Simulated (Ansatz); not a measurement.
# A hypothetical structure for MgV2

This structure for MgV2 is made up. Its elements were placed in a known structure type with a cell scaled to their sizes. What cell does the guess relax to, and how far off was it?

Calculated with Ansatz 0.2.0; DFT, PBEsol, plane-wave PAW, files of the set soft_1, scalar-relativistic, ferromagnetic start, cell and ions relaxed at zero pressure; PAW set soft_1, in the first sound run; inputs show where later runs differ.

### 1. The structure

The structure is orthorhombic, space group Pnnm (No. 58). The conventional cell has a = 5.260 Å, b = 6.129 Å, c = 3.217 Å, α = 90.00°, β = 90.00°, γ = 90.00°. Nearest to V lie 3 Mg at 2.42 to 2.47 Å and 1 V at 2.52 Å. Nearest to Mg lie 6 V at 2.42 to 2.47 Å. Farther neighbours are not listed.

Coordinates:

```cif
data_structure
_symmetry_space_group_name_H-M 'Pnnm'
_symmetry_Int_Tables_number 58
_cell_length_a 5.2600
_cell_length_b 6.1290
_cell_length_c 3.2170
_cell_angle_alpha 90.000
_cell_angle_beta 90.000
_cell_angle_gamma 90.000
_cell_volume 103.71
loop_
_atom_site_label
_atom_site_type_symbol
_atom_site_symmetry_multiplicity
_atom_site_Wyckoff_symbol
_atom_site_fract_x
_atom_site_fract_y
_atom_site_fract_z
_atom_site_occupancy
V1 V 4 g 0.82010 0.63630 0.00000 1
Mg1 Mg 2 a 0.00000 0.00000 0.00000 1
```

### 2. Relaxing cell and atoms

The guessed cell has no reason to be at equilibrium. It is relaxed with the atoms, within the space group of the guess.

File input.yaml:

```yaml
crystal:
  lattice:
    - [5.26, 0.0, 0.0]
    - [0.0, 6.129, 0.0]
    - [0.0, 0.0, 3.217]
  atoms:
    - { symbol: V, position: [0.8201, 0.6363, 0.0], spin: 2.0 }
    - { symbol: V, position: [0.1799, 0.3637, 0.0], spin: 2.0 }
    - { symbol: V, position: [0.3201, 0.8637, 0.5], spin: 2.0 }
    - { symbol: V, position: [0.6799, 0.1363, 0.5], spin: 2.0 }
    - { symbol: Mg, position: [0.0, 0.0, 0.0] }
    - { symbol: Mg, position: [0.5, 0.5, 0.5] }
magnetization:
  spin_polarized: true
kpoints:
  mp_grid: { grid: [5, 5, 8] }
scf:
  occupations: { method: fermi_dirac, width: 0.05 }
hamiltonian:
  xc: pbesol
  pseudopotentials: { kind: paw, azcp: { folder: soft_1 }, xc_functional: pbe }
relax:
  f_tol: 0.015
  max_steps: 70
  cell: {}
output:
  forces: true
  stress: true
```

The run is started by

```console
> ansatz run input.yaml --threads 4 --pin off --max-ram 10240MiB --backend cpu --events-out ev --progress --plain --runs-dir out
```

Numbers of over 12 decimals in the logs are rounded to 6 here.

The program printed:

```text
Engine: ansatz 0.2.0, x86_64-unknown-linux-gnu
Pseudopotentials: kind: paw
Pseudopotential: V, paw, valence charge 13, recommended cutoff 420 eV (normal), soft_1/V.paw.azcp
Pseudopotential: Mg, paw, valence charge 10, recommended cutoff 420 eV (normal), soft_1/Mg.paw.azcp
Functional definition: PBEsol
  exchange = pbesol_x
  correlation = pbesol_c
Crystal: 6 atoms, lattice volume = 103.711 Å³
Basis set: ecut = 420 eV, 2027 PW (Γ), exchange–correlation on 72×90×48 points (8 copies of the dense FFT grid, shifted against one another)
Bands: 48, of which v1, the nominal top of the filled ones, is band 36 counted from 1 (35 counted from 0)
Symmetry: 8 space group operations
Space group: Pnnm (ITA 58), of the structure as read, at distance tolerance 4.7e-5 Å
Magnetic group: BNS 58.393 (UNI 491), of the structure as read, at distance tolerance 4.7e-5 Å
k-points: 45 of 200
Non-local potential: V, projectors of the file, l = 0: 3, l = 1: 2, l = 2: 3, l = 3: 1
Non-local potential: Mg, projectors of the file, l = 0: 3, l = 1: 2, l = 2: 1
PAW form: soft (Blöchl's): semilocal exchange-correlation on the pseudo side does not see the compensation charge
PAW frozen core: V, regenerated for the run's functional, and the local potential with it (the file was generated under x = pbe(κ = 0.804, μ = 0.219515), c = pbe(β = 0.066725))
PAW frozen core: Mg, regenerated for the run's functional, and the local potential with it (the file was generated under x = pbe(κ = 0.804, μ = 0.219515), c = pbe(β = 0.066725))
PAW one-centre angular grid: V, 590 points (default); XC on 64 Gauss nodes
PAW one-centre angular grid: Mg, 110 points (default); XC on 64 Gauss nodes
Initial density: superposition of atomic densities (chi_scale 0.1, normalization cell)
Starting moments: Σ|m| = 8 μB on 4 of 6 sites
Initial wavefunctions: pseudopotential atomic-orbital guess
Functional: x = pbesol(κ = 0.804, μ = 0.123457), c = pbesol(β = 0.046)
iter 1 solved again at ethr=1.58e-3 eV; its pass at ethr=3.10e-3 eV (dr2=1.13e0 eV) is discarded
SCF iter   1: F=—  HF=-15353.961320 eV  |F-HF|=—  |Δ(HF+E_count)|=         —  Δρ=3.96e-2 (↑3.96e-2 ↓1.64e-2)  dr2=1.14e0  dr2_m=6.19e-1  M=6.475 μB ∫|m|=6.488 μB  β_m=0.30  ethr=1.58e-3  ⟨swp⟩=1.0  Hψ=20869  notcnv=0
Mixer restart at iter 1: flushing history
preconditioner: auto → Kerker (q_TF=auto, 2.567 Å⁻¹)  [metal: Δε(μ)=0.006 eV  Ē_g=3.559 eV  σ=0.050 eV  W_gap=0.03  n_scr=34 (ndim 8)  ℏωp=17.9 eV  f_vac=0.000  D(μ)=8.22/eV (n_scr^D=90)]
spin=Collinear: Kerker preconditioning applied to the charge; magnetization (m = ρ↑ − ρ↓) channel mixes plain (no charge-response kernel on spin).
SCF iter   2: F=—  HF=-15353.645355 eV  |F-HF|=—  |Δ(HF+E_count)|=   3.16e-1  Δρ=2.31e-2 (↑2.31e-2 ↓1.63e-2)  dr2=2.99e-1  dr2_m=3.04e-1  M=6.408 μB ∫|m|=6.427 μB  β_m=0.51  ethr=1.58e-3  ⟨swp⟩=2.0  Hψ=6260  notcnv=0
SCF iter   3: F=—  HF=-15355.083375 eV  |F-HF|=—  |Δ(HF+E_count)|=         —  Δρ=4.18e-2 (↑4.18e-2 ↓3.60e-2)  dr2=1.39e-1  dr2_m=1.41e0  M=3.581 μB ∫|m|=3.707 μB  β_m=1.00  ethr=4.15e-4  ⟨swp⟩=2.2  Hψ=6568  notcnv=0  defer=9
Mixer restart at iter 3: flushing history
SCF iter   4: F=—  HF=-15354.837229 eV  |F-HF|=—  |Δ(HF+E_count)|=   2.46e-1  Δρ=8.68e-3 (↑8.68e-3 ↓7.89e-3)  dr2=3.03e-1  dr2_m=2.14e-3  M=3.786 μB ∫|m|=3.816 μB  β_m=0.51  ethr=6.94e-5  ⟨swp⟩=2.5  Hψ=9116  notcnv=0  defer=82
SCF iter   5: F=—  HF=-15354.911364 eV  |F-HF|=—  |Δ(HF+E_count)|=   7.41e-2  Δρ=2.72e-3 (↑2.44e-3 ↓2.72e-3)  dr2=1.37e-2  dr2_m=4.51e-3  M=3.671 μB ∫|m|=3.695 μB  β_m=0.51  ethr=6.94e-5  ⟨swp⟩=2.3  Hψ=8465  notcnv=0  defer=90
SCF iter   6: F=—  HF=-15354.908699 eV  |F-HF|=—  |Δ(HF+E_count)|=   2.67e-3  Δρ=1.79e-3 (↑1.09e-3 ↓1.79e-3)  dr2=8.05e-3  dr2_m=1.17e-3  M=3.691 μB ∫|m|=3.710 μB  β_m=0.76  ethr=1.91e-5  ⟨swp⟩=2.1  Hψ=5848  notcnv=0  defer=90
SCF iter   7: F=—  HF=-15354.906960 eV  |F-HF|=—  |Δ(HF+E_count)|=   1.74e-3  Δρ=4.94e-4 (↑4.94e-4 ↓3.14e-4)  dr2=5.17e-4  dr2_m=1.61e-5  M=3.696 μB ∫|m|=3.709 μB  β_m=0.88  ethr=1.12e-5  ⟨swp⟩=2.0  Hψ=6134  notcnv=0  defer=90
SCF iter   8: F=—  HF=-15354.907444 eV  |F-HF|=—  |Δ(HF+E_count)|=   4.84e-4  Δρ=5.78e-5 (↑5.05e-5 ↓5.78e-5)  dr2=1.08e-5  dr2_m=4.84e-7  M=3.699 μB ∫|m|=3.712 μB  β_m=0.94  ethr=7.18e-7  ⟨swp⟩=2.8  Hψ=7602  notcnv=0  defer=90
SCF iter   9: F=—  HF=-15354.907447 eV  |F-HF|=—  |Δ(HF+E_count)|=   2.51e-6  Δρ=4.23e-5 (↑4.23e-5 ↓1.94e-5)  dr2=3.59e-6  dr2_m=2.36e-7  M=3.700 μB ∫|m|=3.713 μB  β_m=0.97  ethr=1.51e-8  ⟨swp⟩=2.0  Hψ=7446  notcnv=0  defer=90
SCF iter  10: F=—  HF=-15354.907447 eV  |F-HF|=—  |Δ(HF+E_count)|=   1.97e-7  Δρ=1.21e-5 (↑1.21e-5 ↓8.77e-6)  dr2=8.67e-8  dr2_m=7.22e-8  M=3.700 μB ∫|m|=3.713 μB  β_m=0.96  ethr=4.99e-9  ⟨swp⟩=2.0  Hψ=7047  notcnv=0  defer=90
SCF iter  11: F=—  HF=-15354.907447 eV  |F-HF|=—  |Δ(HF+E_count)|=   5.19e-8  Δρ=2.37e-6 (↑2.37e-6 ↓1.94e-6)  dr2=4.03e-9  dr2_m=3.17e-9  M=3.700 μB ∫|m|=3.713 μB  β_m=0.98  ethr=1.20e-10  ⟨swp⟩=2.0  Hψ=7577  notcnv=0  defer=90
SCF iter  12: F=-15354.907447 eV  HF=-15354.907447 eV  |F-HF|=1.72e-9  |Δ(HF+E_count)|=   1.73e-9  Δρ=1.20e-6 (↑1.20e-6 ↓4.70e-7)  dr2=2.37e-9  dr2_m=2.74e-10  M=3.700 μB ∫|m|=3.713 μB  ethr=5.60e-12  ⟨swp⟩=1.0  Hψ=12353  notcnv=0
SCF 1 converged in 12 iterations: F = -15354.907447 eV  dr2 = 2.37e-9
  greatest PAW one-centre occupation: 1.000 electrons in one spin orbital (limit 2), on the Mg atom at site 5 (counted from 0), in its partial waves of l = 1
relax step   1: F+E_penalty+E_count = -15354.90744657 eV  Δ(F+E_penalty+E_count) = +0.000e0 eV  max|allowed force component| = 1.292e0 eV/Å  Δτ_max = 0.0000 Å  P = -0.216 GPa  Ω = 103.711 Å³  (12 SCF iters, dr2 threshold 1.00e-7 eV, accepted)
Crystal: 6 atoms, lattice volume = 101.695 Å³
Basis set: ecut = 420 eV, 1995 PW (Γ), exchange–correlation on 72×90×48 points (8 copies of the dense FFT grid, shifted against one another)
Initial density: handed on by an earlier stage of this run
Starting moments: Σ|m| = 8 μB on 4 of 6 sites; this step starts from the density that it was given
Initial wavefunctions: those handed on with the density
iter 1 solved again at ethr=2.72e-4 eV; its pass at ethr=3.10e-3 eV (dr2=1.96e-1 eV) is discarded
SCF iter   1: F=—  HF=-15355.658137 eV  |F-HF|=—  |Δ(HF+E_count)|=         —  Δρ=2.26e-2 (↑2.26e-2 ↓2.23e-2)  dr2=1.97e-1  dr2_m=4.31e-1  M=2.597 μB ∫|m|=2.640 μB  β_m=0.30  ethr=2.72e-4  ⟨swp⟩=1.0  Hψ=18129  notcnv=0
preconditioner: auto → Kerker (q_TF=auto, 2.576 Å⁻¹)  [metal: Δε(μ)=0.002 eV  Ē_g=2.934 eV  σ=0.050 eV  W_gap=0.01  n_scr=38 (ndim 8)  ℏωp=18.0 eV  f_vac=0.000  D(μ)=10.39/eV (n_scr^D=134)]
[...]
relax step  13: F+E_penalty+E_count = -15362.38783667 eV  Δ(F+E_penalty+E_count) = -1.016e-5 eV  max|allowed force component| = 2.067e-3 eV/Å  Δτ_max = 0.0001 Å  P = +0.007 GPa  Ω = 86.282 Å³  energy of the carried Pulay correction = +6.274e-3 eV  (6 SCF iters, dr2 threshold 5.58e-8 eV, accepted)
relax step  14: F+E_penalty+E_count = -15362.61574815 eV  Δ(F+E_penalty+E_count) = -2.279e-1 eV  max|allowed force component| = 8.593e-2 eV/Å  Δτ_max = 0.0000 Å  P = +2.963 GPa  Ω = 86.282 Å³  stress off target by 8.25e0 GPa  SCF on the basis re-selected at this cell (its energy is not comparable with the rows above)  (10 SCF iters)
relax step  15: F+E_penalty+E_count = -15362.68237236 eV  Δ(F+E_penalty+E_count) = -6.662e-2 eV  max|allowed force component| = 4.835e-3 eV/Å  Δτ_max = 0.0098 Å  P = +1.291 GPa  Ω = 87.409 Å³  energy of the carried Pulay correction = -6.346e-4 eV  (8 SCF iters, dr2 threshold 6.00e-7 eV, accepted)
relax step  16: F+E_penalty+E_count = -15362.69850545 eV  Δ(F+E_penalty+E_count) = -1.613e-2 eV  max|allowed force component| = 3.640e-2 eV/Å  Δτ_max = 0.0144 Å  P = +0.335 GPa  Ω = 88.256 Å³  energy of the carried Pulay correction = -1.098e-3 eV  (7 SCF iters, dr2 threshold 6.00e-7 eV, accepted)
relax step  17: F+E_penalty+E_count = -15362.69884721 eV  Δ(F+E_penalty+E_count) = -3.418e-4 eV  max|allowed force component| = 1.214e-2 eV/Å  Δτ_max = 0.0023 Å  P = -0.057 GPa  Ω = 88.516 Å³  energy of the carried Pulay correction = -1.243e-3 eV  (7 SCF iters, dr2 threshold 6.00e-7 eV, accepted)
relax step  18: F+E_penalty+E_count = -15362.69890043 eV  Δ(F+E_penalty+E_count) = -5.323e-5 eV  max|allowed force component| = 2.735e-4 eV/Å  Δτ_max = 0.0008 Å  P = +0.002 GPa  Ω = 88.483 Å³  energy of the carried Pulay correction = -1.224e-3 eV  (6 SCF iters, dr2 threshold 3.32e-8 eV, accepted)
relax step  19: F+E_penalty+E_count = -15362.70078902 eV  Δ(F+E_penalty+E_count) = -1.889e-3 eV  max|allowed force component| = 1.893e-4 eV/Å  Δτ_max = 0.0000 Å  P = +0.019 GPa  Ω = 88.483 Å³  stress off target by 6.35e-2 GPa  SCF on the basis re-selected at this cell (its energy is not comparable with the rows above)  (9 SCF iters)
relax step  20: F+E_penalty+E_count = -15362.70078811 eV  Δ(F+E_penalty+E_count) = +9.164e-7 eV  max|allowed force component| = 6.051e-5 eV/Å  Δτ_max = 0.0003 Å  P = +0.001 GPa  Ω = 88.502 Å³  energy of the carried Pulay correction = -1.003e-5 eV  (6 SCF iters, dr2 threshold 1.01e-8 eV, accepted)
iter 1 solved again at ethr=8.27e-9 eV; its pass at ethr=3.10e-3 eV (dr2=5.95e-6 eV) is discarded
SCF iter   1: F=—  HF=-15362.700799 eV  |F-HF|=—  |Δ(HF+E_count)|=         —  Δρ=3.48e-5 (↑3.48e-5 ↓3.48e-5)  dr2=8.82e-8  dr2_m=9.59e-12  M=-0.000 μB ∫|m|=0.000 μB  β_m=0.65  ethr=8.27e-9  ⟨swp⟩=3.7  Hψ=28656  notcnv=0
preconditioner: auto → Kerker (q_TF=auto, 1.918 Å⁻¹)  [metal: Δε(μ)=0.010 eV  Ē_g=3.679 eV  σ=0.050 eV  W_gap=0.05  n_scr=10 (ndim 8)  ℏωp=19.3 eV  f_vac=0.000  D(μ)=4.27/eV (n_scr^D=28)]
spin=Collinear: Kerker preconditioning applied to the charge; magnetization (m = ρ↑ − ρ↓) channel mixes plain (no charge-response kernel on spin).
SCF iter   2: F=—  HF=-15362.700797 eV  |F-HF|=—  |Δ(HF+E_count)|=   2.23e-6  Δρ=1.24e-5 (↑1.24e-5 ↓1.24e-5)  dr2=1.11e-8  dr2_m=2.31e-12  M=-0.000 μB ∫|m|=0.000 μB  β_m=0.65  ethr=1.22e-10  ⟨swp⟩=1.8  Hψ=4924  notcnv=0
SCF iter   3: F=—  HF=-15362.700796 eV  |F-HF|=—  |Δ(HF+E_count)|=   2.27e-7  Δρ=8.31e-8 (↑8.31e-8 ↓5.49e-8)  dr2=1.29e-11  dr2_m=2.85e-13  M=-0.000 μB ∫|m|=0.000 μB  β_m=0.58  ethr=1.55e-11  ⟨swp⟩=1.4  Hψ=4435  notcnv=0
SCF iter   4: F=-15362.700796 eV  HF=-15362.700796 eV  |F-HF|=7.28e-12  |Δ(HF+E_count)|=   2.30e-8  Δρ=4.52e-8 (↑3.36e-8 ↓4.52e-8)  dr2=5.81e-12  dr2_m=1.01e-13  M=-0.000 μB ∫|m|=0.000 μB  ethr=1.00e-12  ⟨swp⟩=2.8  Hψ=15757  notcnv=0
the starting moments were not kept: the SCF closed with an absolute magnetisation of 8.6e-7 μB, where they sum to 8 μB in size (4 sites). That is at most 0.1 of that sum. Measured as dr2_m measures the in/out step, that magnetisation stands 9.0e-14 eV from none, at or under the dr2_threshold of 6.0e-11 eV: it is no larger than a step whose dr2_m would equal this threshold.
SCF 21 converged in 4 iterations: F = -15362.700796 eV  dr2 = 5.81e-12
relax step  21: F+E_penalty+E_count = -15362.70079643 eV  Δ(F+E_penalty+E_count) = -8.323e-6 eV  max|allowed force component| = 5.528e-5 eV/Å  Δτ_max = 0.0000 Å  P = +0.001 GPa  Ω = 88.502 Å³  stress off target by 4.73e-3 GPa  SCF on the basis re-selected at this cell (its energy is not comparable with the rows above)  (4 SCF iters)
basis re-selected at this cell: Δ(F+E_penalty+E_count) = -8.323e-6 eV, ΔP = +0.000 GPa vs the last step (what re-selecting the basis moved, of the pressure what is left beyond the Pulay correction that the steps carried, after the strain that the cell walked since its last selection, with what the two solves' SCF thresholds leave and, on support functions, any second-order correction that the steps lacked; it is no m [...]
SCF converged after 4 iterations
Magnetization: -0.0000 μB (36.0000 up, 36.0000 down)
Absolute magnetization: 0.0000 μB (∫|ρ↑−ρ↓|, with the PAW one-centre terms)
Spin contamination: 0.0000 ħ² per cell (⟨S²⟩ above its minimum at these occupations)
Per-site moments (μB) at R_I (Å): [(-1.4013624740174127e-7, 1.000498), (-1.4013624706417971e-7, 1.000498), (-1.4013624730120275e-7, 1.000498), (-1.4013624731992326e-7, 1.000498), (1.5731171502751557e-8, 1.000498), (1.573117137166781e-8, 1.000498)]
Free energy (F): -15362.700796 eV
Harris-Foulkes:  -15362.700796 eV  (|F-HF|=7.28e-12)
Internal energy: -15362.664583 eV  (E = F + TS)
E sigma→0 (E₀):  -15362.682690 eV
Entropy (-TS):   -0.036213 eV (-6.036 meV/atom)
Fermi energy:    13.023985 eV
--- Per-component energies (eV) ---
  E_band       = -1307.210568
  E_kinetic    = 1322.824607
  E_local      = -7411.171592  (includes V_loc(G=0)·N_el)
  E_nonlocal   = 726.289430
  E_hartree    = 2814.549020
  E_xc         = -509.537738
  E_vxc        = -648.670034  (∫ρ·V_xc dr)
  E_paw        = -4972.852388  (= ΣΔE_a)
  E_vpaw       = -925.584896  (= ΣTr[D̂ρ^β])
  E_aug_tail   = 0.003758  (compensation charges beyond the density's cutoff)
  E_ewald      = -7333.486125
  E_core_change = 0.716442  (= ΣΔE_core)
  E_smearing   = -0.036213  (= −TS)
  E_closure    = -0.000000  (closes the sum)
  Σ components = -15362.700796   (vs F -15362.700796, Δ=0.00e0)
--- Forces (eV/Å), atoms counted from 1 ---
  atom   1  V      0.00000830    -0.00005528     0.00000000
  atom   2  V     -0.00000830     0.00005528    -0.00000000
  atom   3  V      0.00000830     0.00005528    -0.00000000
  atom   4  V     -0.00000830    -0.00005528     0.00000000
  atom   5  Mg     0.00000000    -0.00000000    -0.00000000
  atom   6  Mg     0.00000000     0.00000000     0.00000000
  max |Σ_I F_I| component: 6.78e-21 eV/Å
--- Stress (GPa, compression-positive) ---
       -0.003164       0.000000      -0.000000
        0.000000       0.004728       0.000000
       -0.000000       0.000000       0.000176
  P = ⅓ Tr σ = 0.0006 GPa (0.006 kbar)
--- Relaxed structure (18 steps of the walk, 18 accepted, 3 SCFs on fresh bases) ---
  F+E_penalty+E_count = -15362.70079643 eV   max|allowed force component| = 5.528e-5 eV/Å   (the final SCF, on the basis selected at the relaxed cell)
  cell:  # Å, volume = 88.5023 Å³
    - [4.389786, 0, 0]
    - [0, 8.312262, 0]
    - [0, 0, 2.425449]
  atoms:
    - { symbol: V, position: [1.000000, 0.672187, 0] }
    - { symbol: V, position: [3.367383760833918e-7, 0.327813, 0] }
    - { symbol: V, position: [0.500000, 0.827813, 0.500000] }
    - { symbol: V, position: [0.500000, 0.172187, 0.500000] }
    - { symbol: Mg, position: [1.7037278672909692e-18, 2.830353199505312e-19, 0.0] }
    - { symbol: Mg, position: [0.5, 0.5, 0.500000] }
```

It took 1.9 min on 4 threads of AMD EPYC 7B13 (Zen 3), shared host; peak memory 0.72 GiB; 7.2 min of CPU time.

The steps of the relaxation:

```csv
step,energy less that of the first step (eV),largest force component (eV/Å),pressure (GPa),volume (Å³)
1,0.0000,1.2925,-0.22,103.71
2,-0.9081,1.1387,-0.88,101.69
3,-1.9586,1.0751,0.15,99.76
4,-3.2850,1.3032,1.40,97.68
5,-4.9086,1.0854,1.04,95.39
6,-6.1103,0.6718,-1.99,93.64
7,-6.7079,0.6000,1.09,89.39
8,-7.2396,0.4294,2.10,86.48
9,-7.4494,0.1521,2.98,84.64
10,-7.4753,0.0512,-1.23,86.89
11,-7.4802,0.0198,0.17,86.21
12,-7.4804,0.0022,0.05,86.25
13,-7.4804,0.0021,0.01,86.28
14*,-7.7083,0.0859,2.96,86.28
15,-7.7749,0.0048,1.29,87.41
16,-7.7911,0.0364,0.34,88.26
17,-7.7914,0.0121,-0.06,88.52
18,-7.7915,0.0003,0.00,88.48
19*,-7.7933,0.0002,0.02,88.48
20,-7.7933,0.0001,0.00,88.50
21*,-7.7933,0.0001,0.00,88.50
```

Relaxation steps marked * repeat the geometry before them on a plane-wave basis chosen anew for their cell, so energy and pressure can jump there.

Forces are held to the 8 operations that the run works with; a distortion that breaks them can't arise in this run.

```csv
cell as run,before,after,change
a (Å),5.260,4.390,-16.5 %
b (Å),6.129,8.312,+35.6 %
c (Å),3.217,2.425,-24.6 %
volume (Å³/atom),17.29,14.75,-14.7 %
```

The atoms that moved most (Å, as changes of fractional coordinates times the final cell):

```csv
atom,dx,dy,dz,length
V1,0.790,0.298,0.000,0.844
V2,-0.790,-0.298,0.000,0.844
V4,-0.790,0.298,0.000,0.844
V3,0.790,-0.298,0.000,0.844
```

Final coordinates:

```cif
data_structure
_symmetry_space_group_name_H-M 'P 1'
_symmetry_Int_Tables_number 1
_cell_length_a 4.3898
_cell_length_b 8.3123
_cell_length_c 2.4254
_cell_angle_alpha 90.000
_cell_angle_beta 90.000
_cell_angle_gamma 90.000
_cell_volume 88.50
loop_
_atom_site_label
_atom_site_type_symbol
_atom_site_fract_x
_atom_site_fract_y
_atom_site_fract_z
_atom_site_occupancy
V1 V 0.00000 0.67219 0.00000 1
V2 V 0.00000 0.32781 0.00000 1
V3 V 0.50000 0.82781 0.50000 1
V4 V 0.50000 0.17219 0.50000 1
Mg5 Mg 0.00000 0.00000 0.00000 1
Mg6 Mg 0.50000 0.50000 0.50000 1
```

Numbers from this step:

```yaml
free_energy: -15362.7008 eV
energy_at_zero_smearing: -15362.6827 eV
smearing_term_ts: 0.03621 eV
fermi_energy: 13.02 eV
electrons: 72
symmetry_operations: 8
pressure: 5.80e-4 GPa
```

Shortest distances by pair of elements, guess and relaxed (not always the same contact):

```csv
pair,guess (Å),relaxed (Å)
V–V,2.525,2.425
Mg–Mg,3.217,2.425
Mg–V,2.422,2.725
```

The relaxation ends with a largest force component of 5.5e-5 eV/Å and a pressure of 0.00 GPa. The starting moments have collapsed: the run ends non-magnetic.

(Continued in part 2 of 2.)

[Logs are printed without paths, hosts, clocks, repeated set-up lines and the standing remarks that a program may print on its own settings, such as how far it seeks lower states.]

[Hosts, paths, dates, database ids (printed as entryN), source tags and the programs' standing remarks are cut or masked in the printed files.]
